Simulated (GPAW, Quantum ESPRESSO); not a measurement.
# C K-edge XANES of C (Diamond, Fd-3m), part 2 of 4

Do two independent programs agree on the C K edge of C (Diamond, Fd-3m)? The same cell and functional are run with XSpectra and with GPAW.

Quantum ESPRESSO 7.5 and GPAW 26.7.0; core-hole supercells, plane-wave PAW PBE.

So far. Step 2 (Ground state of the crystal (Quantum ESPRESSO)): The mesh shows a gap of 4.16 eV, so the hole is first treated in a charged cell, without the excited electron. Step 3 (Spectrum without a core hole, C atom 1 (Quantum …): Main maxima below 24 eV (height): 4.2 eV (1.39), 5.0 eV (1.50), 7.3 eV (1.39), 9.4 eV (1.70), 10.7 eV (1.64), 16.8 eV (1.39) and 18.9 eV (1.40). A K edge sees empty p states; a tetrahedral site has σ* states alone, so there is no π* peak.

## (6) The atom with a core hole (Quantum ESPRESSO)

Level of this step: all-electron atom with a core hole and its PAW potential, PBE, scalar-relativistic (Quantum ESPRESSO).

The frozen core must hold the hole, so the absorber gets a data set of its own.

Contents of C.pbe-n-kjpaw-1sch.ld1.in:

```
&input
   title='C', zed=6., rel=1, iswitch=3, dft='PBE',
   config='1s1 2s2 2p3'
/
&inputp
   file_pseudopw='C.pbe-n-kjpaw-1sch.UPF', author='',
   lpaw=.true.,
   pseudotype=3,
   lloc=-1,
   rcloc=0.9,
   which_augfun='PSQ',
   rmatch_augfun_nc=.true.,
   nlcc=.true.,
   new_core_ps=.true.,
   rcore=0.7,
   tm=.true.,
   zval=5,
   lgipaw_reconstruction=.true., use_paw_as_gipaw=.true.
/
4
2S  1  0  2.00  0.00  1.00  1.20  0.0
2S  1  0  0.00  3.00  1.00  1.20  0.0
2P  2  1  3.00  0.00  0.90  1.40  0.0
2P  2  1  0.00  0.05  0.90  1.40  0.0
```

Started as:

```
> ld1.x < C.pbe-n-kjpaw-1sch.ld1.in > C.pbe-n-kjpaw-1sch.ld1.out
```

What it wrote:

```text
     [... banner and references ...]
PAW data will be used for GIPAW calculation
     --------------------------- All-electron run ----------------------------

     C
     scalar relativistic calculation

     atomic number is  6.00
     dft =PBE   lsd =0 sic =0 latt =0  beta=0.20 tr2=1.0E-14
     Exchange-correlation= PBE
                           (   1   4   3   4   0   0   0)
     mesh =1073 r(mesh) = 100.30751 a.u. xmin = -7.00 dx = 0.01250
     1 Ry =  13.60569312 eV, c = 137.03599908

     n l     nl                  e(Ry)          e(Ha)          e(eV)
     1 0     1S 1( 1.00)       -23.4640       -11.7320      -319.2436
     2 0     2S 1( 2.00)        -1.1962        -0.5981       -16.2757
     2 1     2P 1( 3.00)        -0.5604        -0.2802        -7.6246

     final scf error:  2.4E-16 reached in  35 iterations

     Etot =     -54.202028 Ry,     -27.101014 Ha,    -737.456164 eV

     Ekin =      53.964171 Ry,      26.982085 Ha,     734.219949 eV
     Encl =    -129.273525 Ry,     -64.636763 Ha,   -1758.855916 eV
     Eh   =      28.846477 Ry,      14.423239 Ha,     392.476315 eV
     Exc  =      -7.739151 Ry,      -3.869575 Ha,    -105.296512 eV

     normalization and overlap integrals

     s(1S/1S) =  1.000000  <r> =   0.2573  <r2> =    0.0891  r(max) =   0.1688
     s(1S/2S) = -0.000136
     s(2S/2S) =  1.000000  <r> =   1.4172  <r2> =    2.4371  r(max) =   1.0868
     s(2P/2P) =  1.000000  <r> =   1.4636  <r2> =    2.8156  r(max) =   0.9712

     ------------------------ End of All-electron run ------------------------

     --------------------- Generating PAW atomic setup --------------------

      Generating local potential from pseudized AE potential:
      Matching radius rcloc =   0.9000

[...]
(   1   4   3   4   0   0   0)
     mesh =1073 r(mesh) = 100.30751 a.u. xmin = -7.00 dx = 0.01250
     1 Ry =  13.60569312 eV, c = 137.03599908

     n l     nl                  e(Ry)          e(Ha)          e(eV)
[...]
final scf error:  2.4E-16 reached in  35 iterations

     Etot =     -54.202028 Ry,     -27.101014 Ha,    -737.456164 eV

     Ekin =      53.964171 Ry,      26.982085 Ha,     734.219949 eV
     Encl =    -129.273525 Ry,     -64.636763 Ha,   -1758.855916 eV
     Eh   =      28.846477 Ry,      14.423239 Ha,     392.476315 eV
     Exc  =      -7.739151 Ry,      -3.869575 Ha,    -105.296512 eV

     normalization and overlap integrals

     s(1S/1S) =  1.000000  <r> =   0.2573  <r2> =    0.0891  r(max) =   0.1688
     s(1S/2S) = -0.000136
     s(2S/2S) =  1.000000  <r> =   1.4172  <r2> =    2.4371  r(max) =   1.0868
     s(2P/2P) =  1.000000  <r> =   1.4636  <r2> =    2.8156  r(max) =   0.9712

     ------------------------ End of All-electron run ------------------------

     ---------------------- Testing the pseudopotential ----------------------

     C
     scalar relativistic calculation

     atomic number is  6.00   valence charge is  5.00
     dft = SLA  PW   PBX  PBC   lsd =0 sic =0 latt =0  beta=0.20 tr2=1.0E-14
     mesh =1073 r(mesh) = 100.30751 xmin = -7.00 dx = 0.01250

     n l     nl             e AE (Ry)        e PS (Ry)    De AE-PS (Ry)
     1 0     2S   1( 2.00)       -1.19625       -1.19626        0.00001
     2 1     2P   1( 3.00)       -0.56040       -0.56040        0.00000

     eps = 5.7E-17  iter =  4

     Etot =     -54.202028 Ry,     -27.101014 Ha,    -737.456164 eV
     Etotps =   -21.866405 Ry,     -10.933203 Ha,    -297.507603 eV

     Ekin =      19.284242 Ry,       9.642121 Ha,     262.375481 eV
     Encl =     -49.376826 Ry,     -24.688413 Ha,    -671.805945 eV
     Ehrt =      15.965327 Ry,       7.982664 Ha,     217.219341 eV
     Ecxc =      -7.739149 Ry,      -3.869574 Ha,    -105.296480 eV
     (Ecc =      -0.331590 Ry,      -0.165795 Ha,      -4.511508 eV)

     ---------------------- End of pseudopotential test ----------------------
```

Elapsed: 0.71 s, on 1 MPI rank of Arm Neoverse V1, shared host; peak memory 0.12 GiB.

Removing the core electron and adding it to the valence shell costs the free atom 290.2 eV.

## (7) Supercell with FCH, C atom 1 (Quantum ESPRESSO)

The holes are 6.2 Å apart. The excited electron is left out and a uniform background balances the charge.

Contents of scf.in:

```
&control
   calculation='scf', prefix='x', pseudo_dir='../pp', outdir='tmp', tprnfor=.true.
/
&system
   ibrav=0, nat=32, ntyp=2, nbnd=68
   ecutwfc=43, ecutrho=360
   occupations='fixed'
   tot_charge=1
/
&electrons
   conv_thr=3.2e-07, electron_maxstep=120
   mixing_beta=0.5
/
ATOMIC_SPECIES
C0 1.0 C.pbe-n-kjpaw-1sch.UPF
C 1.0 C.pbe-n-kjpaw.UPF
CELL_PARAMETERS angstrom
  3.56674000 3.56674000 3.56674000
  3.56674000 -3.56674000 3.56674000
  3.56674000 -3.56674000 -3.56674000
ATOMIC_POSITIONS crystal
C0   0.75000000 0.00000000 0.00000000
C    0.00000000 0.25000000 0.00000000
C    0.75000000 0.25000000 0.25000000
C    0.50000000 0.00000000 0.25000000
C    0.25000000 0.50000000 0.00000000
C    0.25000000 0.00000000 0.50000000
C    0.00000000 0.50000000 0.25000000
C    0.50000000 0.75000000 0.00000000
C    0.00000000 0.00000000 0.75000000
C    0.75000000 0.50000000 0.50000000
C    0.50000000 0.25000000 0.50000000
C    0.25000000 0.75000000 0.25000000
C    0.25000000 0.25000000 0.75000000
C    0.00000000 0.75000000 0.50000000
C    0.75000000 0.75000000 0.75000000
C    0.50000000 0.50000000 0.75000000
C    0.50000000 0.00000000 0.00000000
C    0.75000000 0.25000000 0.00000000
C    0.50000000 0.25000000 0.25000000
C    0.25000000 0.00000000 0.25000000
C    0.00000000 0.50000000 0.00000000
C    0.00000000 0.00000000 0.50000000
C    0.75000000 0.50000000 0.25000000
C    0.25000000 0.75000000 0.00000000
C    0.75000000 0.00000000 0.75000000
C    0.50000000 0.50000000 0.50000000
C    0.25000000 0.25000000 0.50000000
C    0.00000000 0.75000000 0.25000000
C    0.00000000 0.25000000 0.75000000
C    0.75000000 0.75000000 0.50000000
C    0.50000000 0.75000000 0.75000000
C    0.25000000 0.50000000 0.75000000
K_POINTS automatic
4 4 4 0 0 0
```

Started as:

```
> OMP_NUM_THREADS=1 mpirun --oversubscribe --bind-to none -np 4 pw.x -nk 4 -in scf.in > scf.out
```

What it wrote:

```text
     [... banner and references ...]
[banner, memory and clock lines left out]
using ibrav=0 with symmetry is DISCOURAGED, use correct ibrav instead

     G-vector sticks info

     bravais-lattice index     =            0
     lattice parameter (alat)  =      11.6743  a.u.
     unit-cell volume          =    1224.8163 (a.u.)^3
     number of atoms/cell      =           32
     number of atomic types    =            2
     number of electrons       =       128.00
     number of Kohn-Sham states=           68
     kinetic-energy cutoff     =      43.0000  Ry
     charge density cutoff     =     360.0000  Ry
     scf convergence threshold =      3.2E-07
     mixing beta               =       0.5000
     number of iterations used =            8  plain     mixing
     Exchange-correlation= SLA  PW   PBX  PBC
                           (   1   4   3   4   0   0   0)

     celldm(1)=  11.674303  celldm(2)=   0.000000  celldm(3)=   0.000000
     celldm(4)=   0.000000  celldm(5)=   0.000000  celldm(6)=   0.000000

     crystal axes: (cart. coord. in units of alat)
               a(1) = (   0.577350   0.577350   0.577350 )
               a(2) = (   0.577350  -0.577350   0.577350 )
               a(3) = (   0.577350  -0.577350  -0.577350 )

     reciprocal axes: (cart. coord. in units 2 pi/alat)
               b(1) = (  0.866025  0.866025  0.000000 )
               b(2) = (  0.000000 -0.866025  0.866025 )
               b(3) = (  0.866025  0.000000 -0.866025 )

     ../pp/C.pbe-n-kjpaw-1sch.UPF
     Pseudo is Projector augmented-wave + core cor, Zval =  5.0
     Shape of augmentation charge: PSQ
     Using radial grid of 1073 points,  4 beta functions with:
                l(1) =   0
[...]
total energy              =    -594.94053121 Ry
     estimated scf accuracy    <       0.00000223 Ry

     iteration # 12     ecut=    43.00 Ry     beta= 0.50
     Davidson diagonalization with overlap
     ethr =  1.75E-09,  avg # of iterations =  3.6

     End of self-consistent calculation

          k = 0.0000 0.0000 0.0000 (  5775 PWs)   bands (ev):

    -8.3791  -5.5327  -3.8960  -3.8960  -3.8960  -3.5479  -3.5479  -3.5479
    -3.4842  -3.4842  -3.4842  -3.4351  -3.4351   0.1400   0.4613   0.4613
     0.4613   0.6497   0.6497   3.7166   3.7166   3.7166   3.9041   4.7012
[...]
7.1046   9.7247   9.7247   9.7247  10.3155  10.3155  10.3610  10.3610
    10.3610  10.5107  10.5138  10.5138  10.5138  13.2600  13.2600  13.2600
    17.6371  17.9978  17.9978  17.9979

     [... bands of 7 further k-points ...]

     highest occupied, lowest unoccupied level (ev):    13.2600   17.3562

!    total energy              =    -594.94053124 Ry
     total all-electron energy =     -2417.963165 Ry
     estimated scf accuracy    <       0.00000024 Ry

     The total energy is the sum of the following terms:
     one-electron contribution =     132.02348955 Ry
     hartree contribution      =      32.48336039 Ry
     xc contribution           =    -149.69890756 Ry
     ewald contribution        =    -415.85865450 Ry
     one-center paw contrib.   =    -193.88981911 Ry

     convergence has been achieved in  12 iterations

     Forces acting on atoms (cartesian axes, Ry/au):

     atom    1 type  1   force =     0.00000000    0.00000000   -0.00000000
     atom    2 type  2   force =    -0.00566641    0.01288624   -0.00566641
     atom    3 type  2   force =    -0.00566641    0.00566641   -0.01288624
[...]
atom   31 type  2   force =     0.00464557    0.00051330   -0.00051330
     atom   32 type  2   force =    -0.00051330    0.00464557    0.00051330

     Total force =     0.069685     Total SCF correction =     0.000844

     XML data file, charge density, pseudopotentials, collected wavefunctions
```

Elapsed: 48 s, on 4 MPI ranks; peak memory 0.21 GiB.

Energy with the hole: -32898.065 eV, cores included.

## (8) Spectrum with FCH, C atom 1 (Quantum ESPRESSO)

The Lanczos recursion gives the spectrum without computing empty bands; each polarisation needs a run of its own on the full k mesh. xe0 is set between filled and empty states, and states below it are cut. The file of filecore holds the core orbital, taken from the hole-free data set.

Contents of xspectra.in:

```
&input_xspectra
   calculation='xanes_dipole', edge='K'
   prefix='x', outdir='tmp', xiabs=1, xe0=15.3081
   xonly_plot=.false., x_save_file='xanes.sav'
   xniter=3000, xcheck_conv=20, xerror=0.005
   xcoordcrys=.false., xepsilon(1)=1, xepsilon(2)=0, xepsilon(3)=0
/
&plot
   xnepoint=413, xemin=-10, xemax=45, terminator=.true., cut_occ_states=.true.
   xgamma=0.4
/
&pseudos
   filecore='../C.wfc'
/
&cut_occ
   cut_desmooth=0.1, cut_stepl=0.05, cut_stepu=0.05, cut_ierror=1e-5
/
5 5 5 0 0 0
```

Started as:

```
> OMP_NUM_THREADS=1 mpirun --oversubscribe --bind-to none -np 4 xspectra.x -nk 4 -in xspectra.in > xspectra.out
```

What it wrote:

```text
     [... banner and references ...]
Reading input_file

     calculation: xanes_dipole

     xepsilon  [cartesian coordinates]:   1.000000   0.000000   0.000000

     xonly_plot: FALSE
        => complete calculation: Lanczos + spectrum plot

     filecore (core-wavefunction file): ../C.wfc

     main plot parameters:
        cut_occ_states: TRUE
        gamma_mode:  constant
        -> using xgamma [eV]:  0.40
        xemin [eV]: -10.00
        xemax [eV]:  45.00
        xnepoint:  413
        xe0 [eV]:  15.308100 (energy zero read in input file)

     WARNING: variable ef_r is obsolete

                      Reading SCF save directory: x.save

     tmp/x.save/

     Exchange-correlation= PBE
                           (   1   4   3   4   0   0   0)

     G-vector sticks info

                           Getting the Fermi energy

     From SCF save directory:
        ehomo [eV]:   13.2600 (highest occupied level)
        elumo [eV]:   17.3562 (lowest occupied level)
        ef    [eV]:   13.2600

     -> ef (in eV) will be written in x_save_file

                           Energy zero of the spectrum

     -> ef will NOT be used as energy zero of the spectrum
       (because xe0 read in input file)

     G-vector sticks info

     bravais-lattice index     =            0
     lattice parameter (alat)  =      11.6743  a.u.
     unit-cell volume          =    1224.8163 (a.u.)^3
     number of atoms/cell      =           32
     number of atomic types    =            2
     number of electrons       =       128.00
     number of Kohn-Sham states=           68
     kinetic-energy cutoff     =      43.0000  Ry
     charge density cutoff     =     360.0000  Ry
     Exchange-correlation= PBE
                           (   1   4   3   4   0   0   0)

     celldm(1)=  11.674303  celldm(2)=   0.000000  celldm(3)=   0.000000
     celldm(4)=   0.000000  celldm(5)=   0.000000  celldm(6)=   0.000000

     crystal axes: (cart. coord. in units of alat)
               a(1) = (   0.577350   0.577350   0.577350 )
               a(2) = (   0.577350  -0.577350   0.577350 )
               a(3) = (   0.577350  -0.577350  -0.577350 )

     reciprocal axes: (cart. coord. in units 2 pi/alat)
               b(1) = (  0.866025  0.866025  0.000000 )
               b(2) = (  0.000000 -0.866025  0.866025 )
               b(3) = (  0.866025  0.000000 -0.866025 )

     ../pp/C.pbe-n-kjpaw-1sch.UPF
     Pseudo is Projector augmented-wave + core cor, Zval =  5.0
     Shape of augmentation charge: PSQ
     Using radial grid of 1073 points,  4 beta functions with:
                l(1) =   0
                l(2) =   0
                l(3) =   1
                l(4) =   1
     Q(r) pseudized with 0 coefficients

     ../pp/C.pbe-n-kjpaw.UPF
     Pseudo is Projector augmented-wave + core cor, Zval =  4.0
     Shape of augmentation charge: PSQ
     Using radial grid of 1073 points,  4 beta functions with:
                l(1) =   0
                l(2) =   0
                l(3) =   1
                l(4) =   1
     Q(r) pseudized with 0 coefficients

     atomic species   valence    mass     pseudopotential
     C0                5.00     1.00000     C ( 1.00)
     C                 4.00     1.00000     C ( 1.00)

     24 Sym. Ops. (no inversion) found

   Cartesian axes

     site n.     atom                  positions (alat units)
         1        C0     tau(   1) = (   0.4330127   0.4330127   0.4330127  )
         2        C      tau(   2) = (   0.1443376  -0.1443376   0.1443376  )
         3        C      tau(   3) = (   0.7216878   0.1443376   0.4330127  )
         4        C      tau(   4) = (   0.4330127   0.1443376   0.1443376  )
         5        C      tau(   5) = (   0.4330127  -0.1443376   0.4330127  )
         6        C      tau(   6) = (   0.4330127  -0.1443376  -0.1443376  )
[...]
30        C      tau(  30) = (   1.1547005  -0.2886751   0.5773503  )
        31        C      tau(  31) = (   1.1547005  -0.5773503   0.2886751  )
        32        C      tau(  32) = (   0.8660254  -0.5773503   0.0000000  )

     number of k points=   125

     Number of k-points >= 100: set verbosity='high' to print them.

     Dense  grid:   141377 G-vectors     FFT dimensions: (  72,  72,  72)

     Smooth grid:    46553 G-vectors     FFT dimensions: (  60,  60,  60)

     The potential is recalculated from file :
     tmp/x.save/charge-density

     Starting wfcs are  128 atomic wfcs
     Checking if some PAW data can be deallocated...

               Reading core wavefunction file for the absorbing atom

     ../C.wfc successfully read

                              Attributing the PAW radii
                     for the absorbing atom [units: Bohr radius]

        PAW proj 1: r_paw(l= 0)= 1.80  (1.5*r_cut)
        PAW proj 2: r_paw(l= 0)= 1.80  (1.5*r_cut)
        PAW proj 3: r_paw(l= 1)= 2.10  (1.5*r_cut)
        PAW proj 4: r_paw(l= 1)= 2.10  (1.5*r_cut)

        NB: The calculation will not necessary use all these r_paw values.
            - For a edge in the electric-dipole approximation,
              only the r_paw(l=1) values are used.
            - For a K edge in the electric-quadrupole approximation,
              only the r_paw(l=2) values are used.

            - For a L2 or L3 edge in the electric-quadrupole approximation,

              all projectors (s, p and d) are used.

     init_gipaw_1: projectors nearly linearly dependent:
     ntyp =  2, l/n1/n2 =  1 2 1  0.99428698

                          Starting XANES calculation
                     in the electric dipole approximation

     Method of calculation based on the Lanczos recursion algorithm
        - STEP 1: Construction of a kpoint-dependent Lanczos basis,
          in which the Hamiltonian is tridiagonal (each 'iter'
          corresponds to the calculation of one more Lanczos vector)
        - STEP 2: Calculation of the cross-section as a continued fraction
          averaged over the k-points.

     ... Begin STEP 1 ...

        Radial transition matrix element(s) used in the calculation of the
        initial vector of the Lanczos basis (|tilde{phi}_abs> normalized)
        | For PAW proj. (l=1) #1: radial matrix element =   0.218918377
        | For PAW proj. (l=1) #2: radial matrix element =   0.251777662

NB: the    32 k-point are not all listed below because npool=  4
        |-------------------------------------------------------------
        ! k-point #     1:  ( 0.0000,  0.0000,  0.0000),  0.0160,   1
        |-------------------------------------------------------------
 okvan= T
        |   Norm of the initial Lanczos vector: 0.17027402E+00
        |   Estimated error at iter     20:   1.00609293
        |   Estimated error at iter     40:   0.42300197
        |   Estimated error at iter     60:   0.27112303
        |   Estimated error at iter     80:   0.23222687
        |   Estimated error at iter    100:   0.13432159
[...]
!   => CONVERGED at iter    180 with error=  0.00236102
        |-------------------------------------------------------------
        ! k-point #     2:  ( 0.1732,  0.0000, -0.1732),  0.0160,   1
        |-------------------------------------------------------------
 okvan= T
        |   Norm of the initial Lanczos vector: 0.17027758E+00
[...]
!   => CONVERGED at iter    400 with error=  0.00257785
        |-------------------------------------------------------------
     [... 29 further k-points ...]
        ! k-point #    32:  ( 0.3464, -0.0000,  0.0000),  0.0160,   1
        |-------------------------------------------------------------
 okvan= T
        |   Norm of the initial Lanczos vector: 0.17028562E+00
[...]
|   Estimated error at iter    240:   0.03839747
        |   Estimated error at iter    260:   0.01992468
        |   Estimated error at iter    280:   0.01856338
        !   => CONVERGED at iter    300 with error=  0.00336160

     Results of STEP 1 successfully written in x_save_file
     x_save_file name:
     ->  xanes.sav
     x_save_file version:  2

     ... End STEP 1 ...

     ... Begin STEP 2 ...

     The spectrum is calculated using the following parameters:
        xe0 [eV]:   15.3081
        the occupied states are elimintate from the spectrum
        xemin [eV]: -10.00
        xemax [eV]:  45.00
        xnepoint:  413
        constant broadening parameter [eV]:    0.400
        Core level energy [eV]:  -284.2
         (from electron binding energy of neutral atoms in X-ray data booklet)

     Cross-section successfully written in xanes.dat

     ... End STEP 2 ...

                                END JOB XSpectra
```

The job ended after 2.7 min (4 MPI ranks; peak memory 0.15 GiB; 11 min of CPU time).

The C K spectrum, C atom 1, full core hole (charged cell) (energy from the lowest empty level; intensity scaled to a mean of 1 over the first 20 eV; the points at xe0, where the cut of filled states can leave a spike, are interpolated):

```csv
E (eV),intensity
-2.0,0.09
-1.0,0.17
0.0,0.52
1.0,1.88
2.0,2.59
3.0,1.92
4.0,1.75
5.0,1.07
6.0,0.99
7.0,1.04
8.0,1.09
9.0,0.86
10.0,0.83
11.0,0.56
12.0,0.35
13.0,0.21
14.0,0.37
15.0,0.66
16.0,1.02
17.0,0.88
18.0,0.67
19.0,0.61
20.0,0.36
21.0,0.27
22.0,0.22
23.0,0.19
24.0,0.17
25.0,0.14
26.0,0.12
27.0,0.14
28.0,0.20
29.0,0.19
30.0,0.12
31.0,0.08
32.0,0.15
```

Main maxima below 24 eV (height): 1.6 eV (2.98), 3.4 eV (2.29), 6.8 eV (1.10), 8.4 eV (1.16), 9.6 eV (0.91) and 16.1 eV (1.02). 

The hole costs E(hole) − E(ground) = 276.99 eV, and the lowest empty level of the hole cell lies at 17.36 eV, which puts the zero at 294.35 eV. One term is added: -6.71 eV, since the hole is spin-paired here and a spin-polarised one costs that much less in the free atom (computed apart). The photon energy is then 287.64 eV. The functional and the charged cell's background leave an error of a few eV in such absolute values.

(Part 2 of 4 ends here.)

[Banner, clock and machine lines of the logs are left out without a mark of their own.]

[Logs are printed without paths, hosts, clocks, repeated set-up lines and the standing remarks that a program may print on its own settings, such as how far it seeks lower states.]

[Hosts, paths, dates, database ids (printed as entryN), source tags and the programs' standing remarks are cut or masked in the printed files.]

[Lists of maxima count a maximum above −3 eV only where it reaches 4 % of the highest in the window and stands out from its surroundings by 2 % of it (1.5 % where it reaches 55 %); shoulders and weaker maxima are passed over, and of the rest the first, up to two pre-edge ones and the few strongest are named.]
